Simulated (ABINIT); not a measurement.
## MgSiSe3 (Pm-3m): phonons by linear response

How does MgSiSe3 (Pm-3m) vibrate, and is this structure a minimum?

Calculated with ABINIT 10.8.3; DFT LDA, scalar-relativistic, plane waves, HGH norm-conserving pseudopotentials.

The structure was built from a prototype and need not be the compound's stable phase.

**1. Starting point**

It takes space group Pm-3m (No. 221, cubic). The conventional cell has a = 4.665 Å, b = 4.665 Å, c = 4.665 Å, α = 90.00°, β = 90.00°, γ = 90.00°. Nearest to Mg lie 12 Se at 3.30 Å. Nearest to Si lie 6 Se at 2.33 Å. Nearest to Se lie 2 Si at 2.33 Å and 4 Mg at 3.30 Å. Farther neighbours and most contacts between anions are not listed.

**2. A probe with smearing**

A first run with smearing and empty bands tells whether the crystal has a gap, which decides between fixed occupations and smearing later on.

File probe.abi:

```
# ground state
tolvrs 1.0d-08
prtden 1
prtwf 1

# basis, mesh and filling
ecut 30.0
ixc 7
ngkpt 4 4 4
nshiftk 1
shiftk 0.0 0.0 0.0
istwfk *1
occopt 7
tsmear 0.005
nband 19
nstep 100
diemac 9.0
prtebands 0
prtgsr 0
useylm 1

# cell and atoms
acell 8.815194426 8.815194426 8.815194426
rprim 
    1.0 0.0 0.0
    0.0 1.0 0.0
    0.0 0.0 1.0
ntypat 3
znucl 12 14 34
natom 5
typat 1 2 3 3 3
xred 
    0.0 0.0 0.0
    0.5 0.5 0.5
    0.5 0.5 0.0
    0.5 0.0 0.5
    0.0 0.5 0.5
pp_dirpath "./pseudo"
pseudos "Mg.hgh, Si.hgh, Se.hgh"
```

Launch:

```bash
$ OMP_NUM_THREADS=1 mpirun -n 4 abinit probe.abi > probe.log
```

Numbers of over 12 decimals in the logs are rounded to 6 here.

probe.abo, the main output file:

```text
[banners, grids, parts of the stress and lines that vanish by symmetry left out]
- input  file    -> probe.abi
- output file    -> probe.abo
- root for input  files -> probei
[...]
Symmetries : space group Pm -3 m (#221); Bravais cP (primitive cubic)
[...]
mpw =        5449          nfft =       91125          nkpt =          10
[...]
== DATASET  1 ==================================================================
[...]
cutoff_energies: {ecut:  30.0, pawecutdg:  -1.0, }
[...]
Exchange-correlation functional for the present dataset will be:
  LDA: Perdew-Wang 92 LSD fit to Ceperley-Alder data - ixc=7
[...]
ETOT  1  -33.333172210664    -3.333E+01 2.355E-02 1.168E+02
 ETOT  2  -33.374850933784    -4.168E-02 1.621E-03 3.062E+00
 ETOT  3  -33.375223574016    -3.726E-04 3.379E-04 1.944E-01
 ETOT  4  -33.375262395478    -3.882E-05 1.963E-04 2.798E-03
 ETOT  5  -33.375262899589    -5.041E-07 3.668E-05 1.298E-04
 ETOT  6  -33.375262914622    -1.503E-08 6.229E-05 3.800E-06
 ETOT  7  -33.375262914953    -3.306E-10 2.579E-05 8.019E-08
 ETOT  8  -33.375262914962    -8.889E-12 2.479E-05 2.456E-10
 At SCF step    8       vres2   =  2.46E-10 < tolvrs=  1.00E-08 =>converged.
[...]
sigma(1 1)= -1.58315148E-04  sigma(3 2)=  0.00000000E+00
  sigma(2 2)= -1.58315148E-04  sigma(3 1)=  0.00000000E+00
  sigma(3 3)= -1.58315148E-04  sigma(2 1)=  0.00000000E+00
[...]
convergence: {deltae: -8.889E-12, res2:  2.456E-10, residm:  2.479E-05, diffor: null, }
etotal    :  -3.33752629E+01
[...]
sigma(1 1)= -1.58315148E-04  sigma(3 2)=  0.00000000E+00
  sigma(2 2)= -1.58315148E-04  sigma(3 1)=  0.00000000E+00
  sigma(3 3)= -1.58315148E-04  sigma(2 1)=  0.00000000E+00
[...]
- sigma(1 1)= -4.65779245E+00  sigma(3 2)=  0.00000000E+00
- sigma(2 2)= -4.65779245E+00  sigma(3 1)=  0.00000000E+00
- sigma(3 3)= -4.65779245E+00  sigma(2 1)=  0.00000000E+00
[...]
fcart     -0.0000000000E+00 -0.0000000000E+00 -0.0000000000E+00
           strten     -1.5831514755E-04 -1.5831514755E-04 -1.5831514755E-04
================================================================================

[key lines of the parts left out:]
pressure_GPa:   4.6578E+00
```

The job ended after 9.8 s (4 MPI ranks of Arm Neoverse V1, shared host).

Numbers from this step:

```
volume per atom   : 20.30 Å³
pressure          : 4.658 GPa
gap on the k-mesh : 0 eV
```

No gap opens on this mesh, so smearing is kept; the printed pressure holds the stress of the finite basis too.

**3. Rough relaxation**

The typed start is rough, so a first relaxation with smearing and loose thresholds takes it towards rest cheaply.

File prerelax.abi:

```
# relaxation
ionmov 2
optcell 2
dilatmx 1.15
chkdilatmx 0
ntime 40
tolmxf 3.0d-04
tolvrs 1.0d-10
prtwf 0
prtden 0
chksymtnons 0

# basis, mesh and filling
ecut 31.0
ecutsm 3.0
ixc 7
ngkpt 4 4 4
nshiftk 1
shiftk 0.0 0.0 0.0
istwfk *1
occopt 7
tsmear 0.005
nband 19
nstep 100
diemac 1000000.0
prtebands 0
prtgsr 0
useylm 1

# cell and atoms
acell 8.815194426 8.815194426 8.815194426
rprim 
    1.0 0.0 0.0
    0.0 1.0 0.0
    0.0 0.0 1.0
ntypat 3
znucl 12 14 34
natom 5
typat 1 2 3 3 3
xred 
    0.0 0.0 0.0
    0.5 0.5 0.5
    0.5 0.5 0.0
    0.5 0.0 0.5
    0.0 0.5 0.5
pp_dirpath "./pseudo"
pseudos "Mg.hgh, Si.hgh, Se.hgh"
```

Launch:

```bash
$ OMP_NUM_THREADS=1 mpirun -n 4 abinit prerelax.abi > prerelax.log
```

prerelax.abo, the main output file:

```text
[banners, grids, parts of the stress and lines that vanish by symmetry left out]
- input  file    -> prerelax.abi
- output file    -> prerelax.abo
- root for input  files -> prerelaxi
[...]
Symmetries : space group Pm -3 m (#221); Bravais cP (primitive cubic)
[...]
mpw =        8642          nfft =      157464          nkpt =          10
[...]
== DATASET  1 ==================================================================
[...]
cutoff_energies: {ecut:  31.0, pawecutdg:  -1.0, }
[...]
Exchange-correlation functional for the present dataset will be:
  LDA: Perdew-Wang 92 LSD fit to Ceperley-Alder data - ixc=7
[...]
ETOT  1  -33.332111374402    -3.333E+01 2.035E-02 2.064E+02
 ETOT  2  -33.374311452296    -4.220E-02 2.901E-04 1.358E+01
 ETOT  3  -33.375103245670    -7.918E-04 1.922E-04 6.504E-01
 ETOT  4  -33.375156889616    -5.364E-05 7.460E-05 1.386E-02
[...]
ETOT  8  -33.378686997659    -5.826E-13 1.507E-07 2.345E-12
 At SCF step    8       vres2   =  2.34E-12 < tolvrs=  1.00E-10 =>converged.
[...]
sigma(1 1)= -5.32083735E-07  sigma(3 2)=  0.00000000E+00
  sigma(2 2)= -5.32083735E-07  sigma(3 1)=  0.00000000E+00
  sigma(3 3)= -5.32083735E-07  sigma(2 1)=  0.00000000E+00
[...]
convergence: {deltae: -5.826E-13, res2:  2.345E-12, residm:  1.507E-07, diffor: null, }
etotal    :  -3.33786870E+01
[...]
At Broyd/MD step   4, gradients are converged :
[...]
sigma(1 1)= -5.32083735E-07  sigma(3 2)=  0.00000000E+00
  sigma(2 2)= -5.32083735E-07  sigma(3 1)=  0.00000000E+00
  sigma(3 3)= -5.32083735E-07  sigma(2 1)=  0.00000000E+00
[...]
- sigma(1 1)= -1.56544440E-02  sigma(3 2)=  0.00000000E+00
- sigma(2 2)= -1.56544440E-02  sigma(3 1)=  0.00000000E+00
- sigma(3 3)= -1.56544440E-02  sigma(2 1)=  0.00000000E+00
[...]
fcart     -0.0000000000E+00 -0.0000000000E+00 -0.0000000000E+00
           strten     -5.3208373512E-07 -5.3208373512E-07 -5.3208373512E-07
================================================================================

[key lines of the parts left out:]
pressure_GPa:   1.5654E-02
Total energy (etotal) [Ha]= -3.33786869976588E+01
```

It took 59 s on 4 MPI ranks; 3.9 min of CPU time.

Step by step:

| step | energy less that of the first step (eV) | largest force (eV/Å) | volume (Å³) |
| --- | --- | --- | --- |
| 1 | 0.0000 | 0.0000 | 101.51 |
| 2 | -0.0401 | 0.0000 | 103.02 |
| 3 | -0.0957 | 0.0000 | 107.79 |
| 4 | -0.0960 | 0.0000 | 108.18 |

| conventional cell, symmetrised | before | after | change |
| --- | --- | --- | --- |
| a (Å) | 4.665 | 4.765 | +2.1 % |
| b (Å) | 4.665 | 4.765 | +2.1 % |
| c (Å) | 4.665 | 4.765 | +2.1 % |
| volume (Å³/atom) | 20.30 | 21.64 | +6.6 % |

Final coordinates:

```xyz
5
Lattice="4.7648 0.0000 0.0000 0.0000 4.7648 0.0000 0.0000 0.0000 4.7648" Properties=species:S:1:pos:R:3 pbc="T T T"
Mg    0.0000    0.0000    0.0000
Si    2.3824    2.3824    2.3824
Se    2.3824    2.3824    0.0000
Se    2.3824    0.0000    2.3824
Se    0.0000    2.3824    2.3824
```

This step gave:

| Property | Result |
| --- | --- |
| volume per atom | 21.64 Å³ |
| pressure | 0.01565 GPa |

The volume changes by +6.6 % in this run and stands +6.6 % from the first cell.

**4. Relaxing the cell and atoms**

The harmonic expansion needs vanishing forces, and a free crystal bears no stress, so cell and atoms are brought to rest. Stress is more sensitive to the basis than forces are: the last 3 Ha under the cutoff are smoothed with ecutsm, and the cutoff is raised above that of the later runs.

File relax.abi:

```
# relaxation
ionmov 2
optcell 2
dilatmx 1.08
ntime 40
tolmxf 1.0d-05
tolvrs 1.0d-14
prtwf 0
prtden 0
chksymtnons 0

# basis, mesh and filling
ecut 38.0
ecutsm 3.0
ixc 7
ngkpt 6 6 6
nshiftk 1
shiftk 0.0 0.0 0.0
istwfk *1
occopt 6
tsmear 0.01
nband 19
nstep 100
diemac 1000000.0
prtebands 0
prtgsr 0
useylm 1

# cell and atoms
acell 9.004172341 9.004172341 9.004172341
rprim 
    1.0 0.0 0.0
    0.0 1.0 0.0
    0.0 0.0 1.0
ntypat 3
znucl 12 14 34
natom 5
typat 1 2 3 3 3
xred 
    0.0 0.0 0.0
    0.5 0.5 0.5
    0.5 0.5 0.0
    0.5 0.0 0.5
    0.0 0.5 0.5
pp_dirpath "./pseudo"
pseudos "Mg.hgh, Si.hgh, Se.hgh"
```

Launch:

```bash
$ OMP_NUM_THREADS=1 mpirun -n 4 abinit relax.abi > relax.log
```

relax.abo, the main output file:

```text
[banners, grids, parts of the stress and lines that vanish by symmetry left out]
- input  file    -> relax.abi
- output file    -> relax.abo
- root for input  files -> relaxi
[...]
Symmetries : space group Pm -3 m (#221); Bravais cP (primitive cubic)
[...]
mpw =       10395          nfft =      157464          nkpt =          20
[...]
== DATASET  1 ==================================================================
[...]
cutoff_energies: {ecut:  38.0, pawecutdg:  -1.0, }
[...]
Exchange-correlation functional for the present dataset will be:
  LDA: Perdew-Wang 92 LSD fit to Ceperley-Alder data - ixc=7
[...]
ETOT  1  -33.327574168477    -3.333E+01 2.423E-02 2.008E+02
 ETOT  2  -33.375132505878    -4.756E-02 9.592E-03 2.976E+01
 ETOT  3  -33.377952187020    -2.820E-03 7.089E-04 2.405E+00
 ETOT  4  -33.378333793759    -3.816E-04 1.343E-04 4.260E-02
 ETOT  5  -33.378338451392    -4.658E-06 1.017E-04 5.382E-03
[...]
At SCF step   12       vres2   =  2.30E-17 < tolvrs=  1.00E-14 =>converged.
[...]
sigma(1 1)=  8.07973819E-06  sigma(3 2)=  0.00000000E+00
  sigma(2 2)=  8.07973819E-06  sigma(3 1)=  0.00000000E+00
  sigma(3 3)=  8.07973819E-06  sigma(2 1)=  0.00000000E+00
[...]
convergence: {deltae: -2.842E-14, res2:  2.302E-17, residm:  8.626E-07, diffor: null, }
etotal    :  -3.33783390E+01
[...]
ETOT  1  -33.378336761403    -3.338E+01 3.480E-06 7.830E-02
[...]
At SCF step    9       vres2   =  1.05E-15 < tolvrs=  1.00E-14 =>converged.
[...]
sigma(1 1)=  6.51221308E-06  sigma(3 2)=  0.00000000E+00
  sigma(2 2)=  6.51221308E-06  sigma(3 1)=  0.00000000E+00
  sigma(3 3)=  6.51221308E-06  sigma(2 1)=  0.00000000E+00
[...]
convergence: {deltae:  5.613E-13, res2:  1.053E-15, residm:  3.309E-08, diffor: null, }
etotal    :  -3.33783428E+01
[...]
ETOT  1  -33.378248065233    -3.338E+01 8.702E-06 1.322E+00
[...]
ETOT  9  -33.378349961433     2.110E-12 7.102E-10 2.696E-14
 ETOT 10  -33.378349961432     2.487E-13 1.480E-09 9.063E-17
 At SCF step   10       vres2   =  9.06E-17 < tolvrs=  1.00E-14 =>converged.
[...]
sigma(1 1)= -3.24856274E-08  sigma(3 2)=  0.00000000E+00
  sigma(2 2)= -3.24856274E-08  sigma(3 1)=  0.00000000E+00
  sigma(3 3)= -3.24856274E-08  sigma(2 1)=  0.00000000E+00
[...]
convergence: {deltae:  2.487E-13, res2:  9.063E-17, residm:  1.480E-09, diffor: null, }
etotal    :  -3.33783500E+01
[...]
At Broyd/MD step   3, gradients are converged :
[...]
sigma(1 1)= -3.24856274E-08  sigma(3 2)=  0.00000000E+00
  sigma(2 2)= -3.24856274E-08  sigma(3 1)=  0.00000000E+00
  sigma(3 3)= -3.24856274E-08  sigma(2 1)=  0.00000000E+00
[...]
- sigma(1 1)= -9.55760155E-04  sigma(3 2)=  0.00000000E+00
- sigma(2 2)= -9.55760155E-04  sigma(3 1)=  0.00000000E+00
- sigma(3 3)= -9.55760155E-04  sigma(2 1)=  0.00000000E+00
[...]
fcart     -0.0000000000E+00 -0.0000000000E+00 -0.0000000000E+00
           strten     -3.2485627386E-08 -3.2485627386E-08 -3.2485627386E-08
================================================================================

[key lines of the parts left out:]
pressure_GPa:   9.5576E-04
Total energy (etotal) [Ha]= -3.33783499614325E+01
```

Wall time 96 s (4 MPI ranks); 6.4 min of CPU time.

The steps of the relaxation:

```csv
step,energy less that of the first step (eV),largest force (eV/Å),volume (Å³)
1,0.0000,0.0000,108.18
2,-0.0001,0.0000,108.10
3,-0.0003,0.0000,107.77
```

| conventional cell, symmetrised | before | after | change |
| --- | --- | --- | --- |
| a (Å) | 4.765 | 4.759 | -0.1 % |
| b (Å) | 4.765 | 4.759 | -0.1 % |
| c (Å) | 4.765 | 4.759 | -0.1 % |
| volume (Å³/atom) | 21.64 | 21.55 | -0.4 % |

Read from the output:

```
volume per atom : 21.55 Å³
pressure        : 9.56e-4 GPa
```

The volume changes by -0.4 % in this run and stands +6.2 % from the first cell.

**5. Self-consistent run for the response**

First-order wavefunctions inherit every error of the ground state, hence the very tight tolvrs. Smearing stays on, as the first look found no gap above 0.3 eV.

File gs.abi:

```
# ground state
tolvrs 1.0d-16
prtden 1
prtwf 1

# basis, mesh and filling
ecut 30.0
ixc 7
ngkpt 6 6 6
nshiftk 1
shiftk 0.0 0.0 0.0
istwfk *1
occopt 6
tsmear 0.01
nband 19
nstep 100
diemac 1000000.0
prtebands 0
prtgsr 0
useylm 1

# cell and atoms
acell 8.992956408 8.992956408 8.992956408
rprim 
    1.0 0.0 0.0
    0.0 1.0 0.0
    0.0 0.0 1.0
ntypat 3
znucl 12 14 34
natom 5
typat 1 2 3 3 3
xred 
    0.0 0.0 0.0
    0.5 0.5 0.5
    0.5 0.5 0.0
    0.5 0.0 0.5
    0.0 0.5 0.5
pp_dirpath "./pseudo"
pseudos "Mg.hgh, Si.hgh, Se.hgh"
```

Launch:

```bash
$ OMP_NUM_THREADS=1 mpirun -n 4 abinit gs.abi > gs.log
```

gs.abo, the main output file:

```text
[banners, grids, parts of the stress and lines that vanish by symmetry left out]
- input  file    -> gs.abi
- output file    -> gs.abo
- root for input  files -> gsi
[...]
Symmetries : space group Pm -3 m (#221); Bravais cP (primitive cubic)
[...]
mpw =        5832          nfft =      110592          nkpt =          20
[...]
== DATASET  1 ==================================================================
[...]
cutoff_energies: {ecut:  30.0, pawecutdg:  -1.0, }
[...]
Exchange-correlation functional for the present dataset will be:
  LDA: Perdew-Wang 92 LSD fit to Ceperley-Alder data - ixc=7
[...]
ETOT  1  -33.331389012883    -3.333E+01 2.168E-02 1.429E+02
 ETOT  2  -33.374658924159    -4.327E-02 1.067E-03 1.866E+01
 ETOT  3  -33.377165943685    -2.507E-03 5.555E-04 1.674E+00
 ETOT  4  -33.377549577368    -3.836E-04 2.781E-04 2.481E-02
 ETOT  5  -33.377553700070    -4.123E-06 2.885E-04 3.104E-03
[...]
ETOT 11  -33.377554131247    -2.132E-14 6.181E-06 8.288E-15
 ETOT 12  -33.377554131248    -1.073E-12 1.798E-06 1.964E-17
 At SCF step   12       vres2   =  1.96E-17 < tolvrs=  1.00E-16 =>converged.
[...]
sigma(1 1)=  6.38849779E-06  sigma(3 2)=  0.00000000E+00
  sigma(2 2)=  6.38849779E-06  sigma(3 1)=  0.00000000E+00
  sigma(3 3)=  6.38849779E-06  sigma(2 1)=  0.00000000E+00
[...]
convergence: {deltae: -1.073E-12, res2:  1.964E-17, residm:  1.798E-06, diffor: null, }
etotal    :  -3.33775541E+01
[...]
sigma(1 1)=  6.38849779E-06  sigma(3 2)=  0.00000000E+00
  sigma(2 2)=  6.38849779E-06  sigma(3 1)=  0.00000000E+00
  sigma(3 3)=  6.38849779E-06  sigma(2 1)=  0.00000000E+00
[...]
- sigma(1 1)=  1.87956094E-01  sigma(3 2)=  0.00000000E+00
- sigma(2 2)=  1.87956094E-01  sigma(3 1)=  0.00000000E+00
- sigma(3 3)=  1.87956094E-01  sigma(2 1)=  0.00000000E+00
[...]
fcart     -0.0000000000E+00 -0.0000000000E+00 -0.0000000000E+00
           strten      6.3884977948E-06  6.3884977948E-06  6.3884977948E-06
================================================================================

[key lines of the parts left out:]
pressure_GPa:  -1.8796E-01
```

The job ended after 20 s (4 MPI ranks).

Numbers from this step:

```
pressure : -0.1880 GPa
```

The cell stands at -0.19 GPa: the relaxation ran with a smoothed and higher cutoff, and the difference is a stress of the finite basis.

[end of part 1 of 6]

[Host names and launcher messages were left out of these logs when they were recorded.]

[Logs are printed without paths, hosts, clocks, repeated set-up lines and the standing remarks that a program may print on its own settings, such as how far it seeks lower states.]

[Hosts, paths, dates, database ids (printed as entryN), source tags and the programs' standing remarks are cut or masked in the printed files.]
